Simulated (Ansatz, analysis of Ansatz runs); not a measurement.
# Reproducing a measured local vibrational mode: N-H pair in ZnO, part 2 of 2

How near does this set-up come to the measured local vibrational mode? Subject: N-H pair in ZnO. Set-up: r2SCAN, 72-site cell, r2SCAN lattice, 500 eV, k: the single point 1/4 1/4 1/4. The model is a cell of 72 host atoms with N put on another atom's site and H put in between. The frequencies come from force constants among the defect atom and its neighbours, with the masses of the isotopes named. A meta-GGA costs about twice a GGA and mends lattice constants and part of the gap.

Ansatz 0.2.0; r2SCAN, 72-site cell, r2SCAN lattice, 500 eV, k: the single point 1/4 1/4 1/4.

So far. Step 2 (Relaxation, charge 0): Neighbours of the added atoms: H73: N36 1.03, Zn33 2.05, Zn38 2.07 Å.

## (3) Local vibrational modes

A local mode lives on the defect and the atoms next to it, so only the sites listed in the input are displaced, which costs far fewer SCF runs than the whole cell would.

This step: plane-wave PAW DFT, r2SCAN; finite-displacement force constants among the atoms nearest to a defect, the others at rest.

modes/input.yaml reads:

```yaml
crystal:
  lattice:
    - [9.70585879, 0.0, 0.0]
    - [-4.8529294, 8.40552028, 0.0]
    - [0.0, 0.0, 10.42205777]
  atoms:
    - { symbol: Zn, position: [0.107669616, 0.219680193, 0.249531443] }
    - { symbol: Zn, position: [0.22057614, 0.109963665, 0.000287175] }
    - { symbol: O, position: [0.219905353, 0.109873176, 0.190085657] }
    - { symbol: O, position: [0.11594272, 0.225918189, 0.439239464] }
    - { symbol: Zn, position: [0.1139662, 0.225365246, 0.747272976] }
    - { symbol: Zn, position: [0.22092865, 0.108416492, 0.499570755] }
    - { symbol: O, position: [0.222472614, 0.110643812, 0.689527495] }
    - { symbol: O, position: [0.11046983, 0.221098334, 0.937325693] }
    - { symbol: Zn, position: [0.107655144, 0.555614598, 0.249694778] }
    - { symbol: Zn, position: [0.220048003, 0.443190521, -0.004356663] }
    - { symbol: O, position: [0.211828219, 0.439645331, 0.184874522] }
    - { symbol: O, position: [0.116217819, 0.55588169, 0.439411562] }
    - { symbol: Zn, position: [0.113986829, 0.556139157, 0.747238484] }
    - { symbol: Zn, position: [0.236436857, 0.450689617, 0.494301174] }
    - { symbol: O, position: [0.227433717, 0.447373542, 0.685276589] }
    - { symbol: O, position: [0.110430121, 0.555852422, 0.937318206] }
    - { symbol: Zn, position: [0.107767323, 0.88766284, 0.250050187] }
    - { symbol: Zn, position: [0.220685268, 0.776927214, 0.000225692] }
    - { symbol: O, position: [0.219951691, 0.77743546, 0.190059081] }
    - { symbol: O, position: [0.107474647, 0.886628176, 0.439891001] }
    - { symbol: Zn, position: [0.109870635, 0.888643895, 0.750370763] }
    - { symbol: Zn, position: [0.221220809, 0.778333471, 0.499509846] }
    - { symbol: O, position: [0.222524101, 0.779150026, 0.689458905] }
    - { symbol: O, position: [0.109321804, 0.887877441, 0.940254907] }
    - { symbol: Zn, position: [0.442671911, 0.222663013, 0.249994242] }
    - { symbol: Zn, position: [0.556305969, 0.11136653, 0.001944222] }
    - { symbol: O, position: [0.554334849, 0.111216478, 0.191208699] }
    - { symbol: O, position: [0.442689677, 0.216740654, 0.439810341] }
    - { symbol: Zn, position: [0.442795226, 0.218980736, 0.753286226] }
    - { symbol: Zn, position: [0.559131461, 0.112857415, 0.500736351] }
    - { symbol: O, position: [0.557144307, 0.112493565, 0.69057036] }
    - { symbol: O, position: [0.443038604, 0.220260645, 0.94206571] }
    - { symbol: Zn, position: [0.431189622, 0.55023503, 0.241500895] }
    - { symbol: Zn, position: [0.555374098, 0.443746691, -0.001429142] }
    - { symbol: O, position: [0.551831564, 0.443527901, 0.187822685] }
    - { symbol: "N", position: [0.465494223, 0.566615394, 0.435926699] }
    - { symbol: Zn, position: [0.447727979, 0.557965006, 0.750179161] }
    - { symbol: Zn, position: [0.551286435, 0.431689424, 0.509589965] }
    - { symbol: O, position: [0.556889644, 0.442225426, 0.697102658] }
    - { symbol: O, position: [0.443589822, 0.555209599, 0.940013579] }
    - { symbol: Zn, position: [0.442724439, 0.888319912, 0.249945975] }
    - { symbol: Zn, position: [0.555506589, 0.778380384, -0.001763598] }
    - { symbol: O, position: [0.552099668, 0.77678763, 0.187398928] }
    - { symbol: O, position: [0.442941248, 0.892851726, 0.439751077] }
    - { symbol: Zn, position: [0.443003166, 0.891633377, 0.752863993] }
    - { symbol: Zn, position: [0.552017346, 0.786145232, 0.508581784] }
    - { symbol: O, position: [0.55710504, 0.782461266, 0.696538369] }
    - { symbol: O, position: [0.443044318, 0.889541611, 0.941725865] }
    - { symbol: Zn, position: [0.776476836, 0.222042667, 0.250154869] }
    - { symbol: Zn, position: [0.889247485, 0.111225017, -0.000183313] }
    - { symbol: O, position: [0.88601811, 0.109434381, 0.189712711] }
    - { symbol: O, position: [0.7805147, 0.223434481, 0.439937246] }
    - { symbol: Zn, position: [0.779384214, 0.223547021, 0.75003325] }
    - { symbol: Zn, position: [0.893163125, 0.113482313, 0.499253797] }
    - { symbol: O, position: [0.891200469, 0.113349207, 0.689229731] }
    - { symbol: O, position: [0.777758895, 0.22217263, 0.93998215] }
    - { symbol: Zn, position: [0.77272377, 0.552630116, 0.250919621] }
    - { symbol: Zn, position: [0.889267532, 0.44435599, -3.6443e-05] }
    - { symbol: O, position: [0.885992824, 0.444107639, 0.189895272] }
    - { symbol: O, position: [0.775973296, 0.551933745, 0.441587867] }
    - { symbol: Zn, position: [0.780997582, 0.556436821, 0.751352804] }
    - { symbol: Zn, position: [0.893279241, 0.445844313, 0.499260374] }
    - { symbol: O, position: [0.89120775, 0.445398778, 0.689236996] }
    - { symbol: O, position: [0.7782202, 0.555625293, 0.940852737] }
    - { symbol: Zn, position: [0.772867151, 0.887753459, 0.250712511] }
    - { symbol: Zn, position: [0.887680704, 0.776979424, 0.002107491] }
    - { symbol: O, position: [0.884793125, 0.776021919, 0.191975992] }
    - { symbol: O, position: [0.776741027, 0.89047521, 0.441223504] }
    - { symbol: Zn, position: [0.781027215, 0.892178393, 0.751110227] }
    - { symbol: Zn, position: [0.88534711, 0.775569954, 0.500153155] }
    - { symbol: O, position: [0.888153978, 0.777716319, 0.690033703] }
    - { symbol: O, position: [0.778354319, 0.889116416, 0.940634882] }
    - { symbol: H, position: [0.578654273, 0.620050041, 0.398524775] }
basis:
  ecutwfc: 500
  xc_grid: 2
hamiltonian:
  xc: r2scan
kpoints:
  mp_grid: { grid: [1, 1, 1], shift: [0.25, 0.25, 0.25] }
scf:
  occupations: { method: fermi_dirac, width: 0.01 }
  max_iter: 120
output: {}
checkpoint:
  read: "../relax.run"
phonons:
  supercell: [1, 1, 1]
  displaced_sites: [32, 35, 37, 45, 72]
```

Command:

```console
$ ansatz run input.yaml --threads 2 --pin off --max-ram 4710MiB --backend cpu --events-out ev --progress --plain --runs-dir out
```

Numbers of over 12 decimals in the logs are rounded to 6 here.

Output:

```text
[...]
Warning: basis.xc_grid 2: finite-displacement phonons take 5 at the least, and a number is run as typed, so the frequencies can be off [figures from the program's tests cut]
[...]
Crystal: 73 atoms, lattice volume = 850.261 Å³
Basis set: ecut = 500 eV, 21585 PW (Γ), exchange–correlation on 144×144×160 points (8 copies of the dense FFT grid, shifted against one another)
Bands: 397, of which v1, the nominal top of the filled ones, is band 324 counted from 1 (323 counted from 0)
Symmetry: 1 space group operations
k-points: 1
[...]
Stability of the state it starts from, as read at its close in the unpolarized treatment: not read negative (Ritz values of 1 − χ₀K, real part plus size of imaginary part, from 1.0 to 1.5, by its mixing steps under no symmetry)
[...]
symmetry images taken by strict's conditions (phonons.symmetry_images: auto; settled by no image being taken that strict refuses)
  force constants formed among 5 of 73 sites (Zn 32, N 35, Zn 37, Zn 45, H 72); the other 68 at rest. The modes move the named sites alone.
  the frequencies, the zero-point energy and the sums are of the block with the acoustic sum rule laid on its rows. Row sums over every site: 5.4e-1 eV/Å² at the most
  transpose residual: 3.8e-4 eV/Å²
  largest component of a force at the reference: 3.9e-3 eV/Å on a named site, 3.0e-3 eV/Å on a site at rest
  frequencies among the named sites at Γ of the cell (cm⁻¹): 139.56 141.66 174.86 185.52 196.69 214.54 223.29 228.96 252.02 407.36 429.99 459.00 744.69 797.24 3311.54
  unstable modes among the named sites: 0
  frequencies as built, with no sum rule (cm⁻¹): 140.01 140.84 173.45 185.41 196.28 214.41 220.71 225.53 251.88 407.28 430.26 459.27 744.63 796.48 3311.66
  zero-point energy: 0.490166 eV/cell   skipped modes (ω ≤ 0): 0
  not written: the harmonic force-constant file, the file of eigenvectors (these modes' are written with the force constants), the density of states and the dispersion, which are of every site
[key lines of the parts left out:]
SCF converged after 2 iterations
Free energy (F): -140049.347397 eV
Fermi energy:    8.274087 eV
```

Elapsed: 38 min, on 2 threads of Arm Neoverse V1, shared host; peak memory 2.8 GiB.

Numbers from this step:

```
free energy : -140049.3474 eV
```

The modes with the largest weight on the probed atoms (the light atom of a pair), for the masses of each isotope. Modes of the displaced atoms (local only where they lie over the host's phonons):

```csv
isotopes,mode (cm⁻¹),share of the defect atoms
H,3312,0.933
H,797.3,0.927
H,744.8,0.899
D,2420,0.872
D,590.2,0.775
D,565.3,0.625
```

## (4) Results

- distance from the defect atom to its nearest neighbour: 1.028 Å
- N-H stretch, 1H: 3312 cm⁻¹
- N-D stretch, 2H: 2420 cm⁻¹
- time of the whole chain: 48 min on 2 threads

**Reading.** N-H stretch, 1H: computed 3312 cm⁻¹, measured 3150.6 cm⁻¹; 161 cm⁻¹ (5 %) above the measurement. N-D stretch, 2H: computed 2420 cm⁻¹, measured 2339.7 cm⁻¹; 81 cm⁻¹ (3 %) above the measurement. The computed value is harmonic, while the measured line is the anharmonic fundamental, which for X–H stretches usually lies a few per cent lower. Only the named neighbours move, so modes near the host's band are approximate.

[Logs are printed without paths, hosts, clocks, repeated set-up lines and the standing remarks that a program may print on its own settings, such as how far it seeks lower states.]

[Hosts, paths, dates, database ids (printed as entryN), source tags and the programs' standing remarks are cut or masked in the printed files.]

[For some hosts the program warned that the k-mesh of the response run may be too coarse for force constants and the static dielectric constant; such warnings are not shown here.]
